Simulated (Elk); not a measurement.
## Does GdCu2Pb2 carry moments in Elk?

Wanted: the moments of GdCu2Pb2 and the energy gained by spin polarisation.

Calculated with Elk 11.2.3 (patched build); LDA (Perdew-Wang); all-electron APW+lo, Dirac cores, scalar-relativistic bands.

### 1. The structure

It takes space group I4/mmm (No. 139, tetragonal). The conventional cell has a = 4.142 Å, b = 4.142 Å, c = 10.581 Å, α = 90.00°, β = 90.00°, γ = 90.00°. Gd has 8 Pb at 3.24 Å and 8 Cu at 3.36 Å nearest. Nearest to Cu lie 4 Pb at 2.43 Å and 4 Cu at 2.93 Å and 4 Gd at 3.36 Å. Pb has 4 Cu at 2.43 Å and 1 Pb at 2.75 Å and 4 Gd at 3.24 Å nearest. invented: GdCo2Ge2 (I4/mmm) with Pb for Ge, Cu for Co. Farther neighbours are not listed.

The cell is a made-up one and need not be a known phase.

### 2. Start 1: ferro +

The parallel start comes first: it fits the smallest cell, keeps the most symmetry and shows whether parallel moments form.

Moments are seeded by fields in the spheres (the last three columns under atoms), set against the wanted direction and reduced each loop.

Contents of elk.in:

```
tasks
  0

xctype
  3

rgkmax
  7.0

nempty
  8

swidth
  0.008

reducebf
  0.6

epsengy
  1e-05

maxscl
  100

lmaxi
  3

spinpol
  .true.

sppath
  './'

avec
  -3.91334690409 3.91334690409 9.99733150068
  3.91334690409 -3.91334690409 9.99733150068
  3.91334690409 3.91334690409 -9.99733150068

atoms
  3
  'Gd.in'
  1
  0.0000000000 0.0000000000 0.0000000000   0.000000 0.000000 -0.500000
  'Cu.in'
  2
  0.2500000000 0.7500000000 0.5000000000   0.000000 0.000000 0.000000
  0.7500000000 0.2500000000 0.5000000000   0.000000 0.000000 0.000000
  'Pb.in'
  2
  0.3700527700 0.3700527700 0.0000000000   0.000000 0.000000 0.000000
  0.6299472300 0.6299472300 0.0000000000   0.000000 0.000000 0.000000

ngridk
  8 8 8
```

Run with:

```console
$ OMP_NUM_THREADS=4 elk
```

Numbers of over 12 decimals in the logs are rounded to 6 here.

Output:

```text
Warning(init1): few empty states an atom for a second variation :    8.000000000
 they are its basis, with spin, DFT+U, afieldc (12 by default), in Hartree-Fock and RDMFT; 30 and more for pressures
Warning(gndstate): the lowest level lies among the core levels :   -2.233481223      -2.418413224
 is it the species file's wish, or a core state in the basis a second time?
Warning(gndstate): core states of species 2 leak from the muffin-tin :   0.9090785887E-03
Warning(gndstate): core states of species 3 leak from the muffin-tin :   0.6545177436E-02

--- INFO.OUT ---
┌─────────────────────────┐
│ Elk code version 11.2.3 │
└─────────────────────────┘

All units are atomic (Hartree, Bohr, etc.)

┌─────────────────────────────────────────────────┐
│ Ground-state run starting from atomic densities │
└─────────────────────────────────────────────────┘

Lattice vectors :
  -3.913346904       3.913346904       9.997331501
   3.913346904      -3.913346904       9.997331501
   3.913346904       3.913346904      -9.997331501

Reciprocal lattice vectors :
 -0.3313730525E-16  0.8027892059      0.3142431211
  0.8027892059     -0.3313730525E-16  0.3142431211
  0.8027892059      0.8027892059     -0.4163577594E-17

Unit cell volume      :    612.4078950
Brillouin zone volume :   0.4050408485

Muffin-tin inner radius fraction :   0.1000000000E-01

Nuclei treated as point charges

Species : 1 (Gd)
 parameters loaded from : Gd.in
 name : gadolinium
 nuclear charge    :   -64.00000000
 electronic charge :    64.00000000
 atomic mass :    286649.2145
 muffin-tin radius :    2.800000000
 number of radial points in muffin-tin :    697
 inner part over the whole radius :   0.9876862568E-02
 number on inner part of muffin-tin    :    499
 approximate nuclear radius :   0.9600684756E-04
 number of mesh points to nuclear radius :    256
 atomic positions (lattice), magnetic fields (Cartesian) :
  1 :   0.00000000  0.00000000  0.00000000    0.00000000  0.00000000 -0.50000000

Species : 2 (Cu)
 parameters loaded from : Cu.in
 name : copper
 nuclear charge    :   -29.00000000
 electronic charge :    29.00000000
 atomic mass :    115837.2717
 muffin-tin radius :    2.095795567
 number of radial points in muffin-tin :    497
 inner part over the whole radius :   0.9978062325E-02
 number on inner part of muffin-tin    :    350
 approximate nuclear radius :   0.7406004541E-04
 number of mesh points to nuclear radius :    170
 atomic positions (lattice), magnetic fields (Cartesian) :
  1 :   0.25000000 -0.25000000  0.50000000    0.00000000  0.00000000  0.00000000
  2 :  -0.25000000  0.25000000  0.50000000    0.00000000  0.00000000  0.00000000

Species : 3 (Pb)
 parameters loaded from : Pb.in
 name : lead
 nuclear charge    :   -82.00000000
 electronic charge :    82.00000000
 atomic mass :    377702.4943
 muffin-tin radius :    2.445094828
 number of radial points in muffin-tin :    697
 inner part over the whole radius :   0.9909558520E-02
 number on inner part of muffin-tin    :    499
 approximate nuclear radius :   0.1047603524E-03
 number of mesh points to nuclear radius :    265
 atomic positions (lattice), magnetic fields (Cartesian) :
  1 :   0.37005277  0.37005277  0.00000000    0.00000000  0.00000000  0.00000000
  2 :  -0.37005277 -0.37005277  0.00000000    0.00000000  0.00000000  0.00000000

Total number of atoms per unit cell :    5
Total muffin-tin volume :    291.5352617
 ratio of muffin-tin to unit cell volume :   0.4760475233

Spin treatment :
 spin-polarised
 global magnetic field (Cartesian) :    0.000000000       0.000000000       0.000000000
 collinear magnetisation in z-direction

Number of Bravais lattice symmetries :   16
Number of crystal symmetries         :   16
Crystal has inversion symmetry
Real symmetric eigensolver will be used

k-point grid :      8     8     8
k-point offset :    0.000000000       0.000000000       0.000000000
k-point set is reduced with full crystal symmetry group
Total number of k-points :       59

Muffin-tin radius times maximum |G+k| :    7.000000000
 using average radius
Maximum |G+k| for APW functions       :    2.945686393
Maximum (1/2)|G+k|²                   :    4.338534163
Maximum |G| for potential and density :    12.00000000
Constant for pseudocharge density :    8
 order of it for each species :   15  15  15
 order of it for pair densities of each species (exact exchange by exxq0 0: 15) :   14   6  10
Radial integration step length :    1

G-vector grid sizes :     45    45    45
Number of G-vectors :    17803

Maximum angular momentum used for
 APW functions            :    8
 outer part of muffin-tin :    6
 inner part of muffin-tin :    3

Total nuclear charge    :   -286.0000000
Total core charge       :    206.0000000
Total valence charge    :    80.00000000
Total excess charge     :    0.000000000
Total electronic charge :    286.0000000

Effective Wigner radius, rₛ :   0.7995802276

Number of empty states         :     40
Total number of valence states :    162
Total number of core states    :    206

Third-order local-orbitals added for an l without core states : T
Total number of local-orbitals :    108

Exchange-correlation functional :      3     0     0
 Perdew-Wang/Ceperley-Alder, Phys. Rev. B 45, 13244 (1992)
 gradient requirement :    0
 local density approximation (LDA)

Smearing type :    3
 Fermi-Dirac
Smearing width :   0.8000000000E-02
Effective electronic temperature (K) :    2526.200198

Mixing type :    3
 Broyden mixing, J. Phys. A: Math. Gen. 17, L317 (1984)

Kohn-Sham potential initialised from atomic data

┌──────────────────────────────┐
│ Self-consistent loop started │
└──────────────────────────────┘

┌─────────────────┐
│ Loop number : 1 │
└─────────────────┘

Energies :
 Fermi                       :     0.215673
 sum of occupied eigenvalues :     -34699.965770351
 electron kinetic            :      64375.834950483
 core electron kinetic       :      63499.750086775
 Coulomb                     :     -119646.09758265
 Coulomb potential           :     -97421.456610125
 nuclear-nuclear             :     -5134.8289788419
 electron-nuclear            :     -131714.10987970
 Hartree                     :      17202.841275893
 Madelung                    :     -70935.369277585
 xc potential                :     -1654.1291293069
 xc effective B-field        :    -0.85843923043145E-01
 external B-field            :      0.000000
 exchange                    :     -1103.3861008126
 correlation                 :     -28.808033963755
 electron entropic           :    -0.63211126761070E-01
 total energy                :     -56402.519978067
 (external B-field energy excluded from total)

[...]
total moment                :    2.716592440

┌─────────────────┐
│ Loop number : 2 │
└─────────────────┘

Energies :
 Fermi                       :     0.231283
 sum of occupied eigenvalues :     -34698.701810880
 electron kinetic            :      64348.035789675
 core electron kinetic       :      63502.562339434
 Coulomb                     :     -119626.86922139
 Coulomb potential           :     -97500.731817228
 nuclear-nuclear             :     -5134.8289788419
 electron-nuclear            :     -131596.71306269
 Hartree                     :      17104.672820134
 Madelung                    :     -70876.503312780
 xc potential                :     -1545.5688562005
 xc effective B-field        :    -0.365772
 external B-field            :      0.000000
 exchange                    :     -1101.8500592496
 correlation                 :     -28.758658320290
 electron entropic           :    -0.45617012633182E-01
 total energy                :     -56409.487766302
 (external B-field energy excluded from total)

Density of states at Fermi energy :    225.7625909
 (states/Hartree/unit cell)

Estimated indirect band gap :   0.2229327429E-03
 from k-point 29 to k-point 58
Estimated direct band gap   :   0.1074427351E-02
 at k-point 29

Charges :
 core                        :    206.0000000
 valence                     :    80.00000000
 interstitial                :    9.094217278
 muffin-tins (core leakage)
  species : 1 (Gd)
   atom 1                    :    63.58859692     (  0.5891906532E-05)
  species : 2 (Cu)
   atom 1                    :    26.82245205     (  0.9946390351E-03)
   atom 2                    :    26.82245205     (  0.9946390351E-03)
  species : 3 (Pb)
   atom 1                    :    79.83614085     (  0.6973787358E-02)
   atom 2                    :    79.83614085     (  0.6973787358E-02)
 total in muffin-tins        :    276.9057827
 total calculated charge     :    285.9828212
 total charge                :    286.0000000
 error                       :   0.1717878969E-01

Moments :
 interstitial                :   0.7026703875E-01
 muffin-tins
  species : 1 (Gd)
   atom 1                    :    5.424930954
  species : 2 (Cu)
   atom 1                    :   0.7781214318E-02
   atom 2                    :   0.7781214318E-02
  species : 3 (Pb)
   atom 1                    :  -0.9387972653E-02
   atom 2                    :  -0.9387972653E-02
 total in muffin-tins        :    5.421717437
 total moment                :    5.491984476

RMS change in Kohn-Sham potential (target) :    1.000556488     (  0.1000000000E-05)
Absolute change in total energy (target)   :    6.967788235     (  0.1000000000E-04)

[... loops 3 to 25 left out ...]

┌──────────────────┐
│ Loop number : 26 │
└──────────────────┘

Energies :
 Fermi                       :     0.362137
 sum of occupied eigenvalues :     -34674.218452618
 electron kinetic            :      64350.913358813
 core electron kinetic       :      63504.266487312
 Coulomb                     :     -119632.27295621
 Coulomb potential           :     -97523.743516472
 nuclear-nuclear             :     -5134.8289788419
 electron-nuclear            :     -131584.55628244
 Hartree                     :      17087.112305074
 Madelung                    :     -70870.401197972
 xc potential                :     -1500.7980185868
 xc effective B-field        :    -0.590276
 external B-field            :      0.000000
 exchange                    :     -1102.5300207594
 correlation                 :     -28.765859951208
 electron entropic           :    -0.15344330392676E-01
 total energy                :     -56412.670822436
 (external B-field energy excluded from total)

Density of states at Fermi energy :    63.16853403
 (states/Hartree/unit cell)

Estimated indirect band gap :   0.1989713934E-02
 from k-point 8 to k-point 5
Estimated direct band gap   :   0.3582558646E-02
 at k-point 8

Charges :
 core                        :    206.0000000
 valence                     :    80.00000000
 interstitial                :    8.691600048
 muffin-tins (core leakage)
  species : 1 (Gd)
   atom 1                    :    62.13532447     (  0.5985896642E-05)
  species : 2 (Cu)
   atom 1                    :    27.71275414     (  0.9090785899E-03)
   atom 2                    :    27.71275414     (  0.9090785899E-03)
  species : 3 (Pb)
   atom 1                    :    79.87378360     (  0.6545177442E-02)
   atom 2                    :    79.87378360     (  0.6545177442E-02)
 total in muffin-tins        :    277.3084000
 total calculated charge     :    285.9838333
 total charge                :    286.0000000
 error                       :   0.1616667542E-01

Moments :
 interstitial                :   0.8196263427E-01
 muffin-tins
  species : 1 (Gd)
   atom 1                    :    6.794689415
  species : 2 (Cu)
   atom 1                    :  -0.9395822805E-02
   atom 2                    :  -0.9395822805E-02
  species : 3 (Pb)
   atom 1                    :  -0.1549817801E-01
   atom 2                    :  -0.1549817801E-01
 total in muffin-tins        :    6.744901413
 total moment                :    6.826864047

RMS change in Kohn-Sham potential (target) :   0.1563870104E-07 (  0.1000000000E-05)
Absolute change in total energy (target)   :   0.2827815479E-05 (  0.1000000000E-04)

Convergence targets achieved

┌──────────────────┐
│ Loop number : 27 │
└──────────────────┘

Energies :
 Fermi                       :     0.362137
 sum of occupied eigenvalues :     -34674.218451920
 electron kinetic            :      64350.913359059
 core electron kinetic       :      63504.266487872
 Coulomb                     :     -119632.27295567
 Coulomb potential           :     -97523.743516892
 nuclear-nuclear             :     -5134.8289788419
 electron-nuclear            :     -131584.55628094
 Hartree                     :      17087.112304117
 Madelung                    :     -70870.401197223
 xc potential                :     -1500.7980177469
 xc effective B-field        :    -0.590276
 external B-field            :      0.000000
 exchange                    :     -1102.5300207362
 correlation                 :     -28.765859952397
 electron entropic           :    -0.15344330862263E-01
 total energy                :     -56412.670821629
 (external B-field energy excluded from total)

Density of states at Fermi energy :    63.16853607
 (states/Hartree/unit cell)

Estimated indirect band gap :   0.1989710505E-02
 from k-point 8 to k-point 5
Estimated direct band gap   :   0.3582548503E-02
 at k-point 8

Charges :
 core                        :    206.0000000
 valence                     :    80.00000000
 interstitial                :    8.691600045
 muffin-tins (core leakage)
  species : 1 (Gd)
   atom 1                    :    62.13532443     (  0.5985898092E-05)
  species : 2 (Cu)
   atom 1                    :    27.71275416     (  0.9090785887E-03)
   atom 2                    :    27.71275416     (  0.9090785887E-03)
  species : 3 (Pb)
   atom 1                    :    79.87378360     (  0.6545177436E-02)
   atom 2                    :    79.87378360     (  0.6545177436E-02)
 total in muffin-tins        :    277.3084000
 total calculated charge     :    285.9838333
 total charge                :    286.0000000
 error                       :   0.1616667541E-01

Moments :
 interstitial                :   0.8196252981E-01
 muffin-tins
  species : 1 (Gd)
   atom 1                    :    6.794689230
  species : 2 (Cu)
   atom 1                    :  -0.9395801202E-02
   atom 2                    :  -0.9395801202E-02
  species : 3 (Pb)
   atom 1                    :  -0.1549816059E-01
   atom 2                    :  -0.1549816059E-01
 total in muffin-tins        :    6.744901306
 total moment                :    6.826863836

┌──────────────────────────────┐
│ Self-consistent loop stopped │
└──────────────────────────────┘

Warning : the lowest level lies among the core levels :   -2.233481223      -2.418413224

Warning : core states of species 2 leak from the muffin-tin :   0.9090785887E-03

Warning : core states of species 3 leak from the muffin-tin :   0.6545177436E-02

Wrote STATE.OUT
```

It took 6.7 min on 4 threads of Arm Neoverse V1, shared host; peak memory 0.51 GiB.

Spin moment in the muffin-tin sphere by atom:

```csv
atom,spin moment in the muffin-tin sphere (μB)
Gd1,6.79
Cu2,-0.01
Cu3,-0.01
Pb4,-0.02
Pb5,-0.02
```

This step gave:

| Item | Value |
| --- | --- |
| density of states at the Fermi level | 2.321 states/eV/cell |
| moment between the spheres | 0.08196 μB |
| magnetization | 6.827 μB |
| final state | ferromagnetic |

After 27 cycles the largest moment stands at 6.79 μB.

(Continued in part 2 of 2.)

[Logs and program files are shortened in this print: banners, set-up blocks, solver, clock and traceback lines can be left out without a mark of their own.]

[Logs are printed without paths, hosts, clocks, repeated set-up lines and the standing remarks that a program may print on its own settings, such as how far it seeks lower states.]

[Hosts, paths, dates, database ids (printed as entryN), source tags and the programs' standing remarks are cut or masked in the printed files.]

[Where a cell is said to come from a database of computed structures, the database is the Materials Project.]
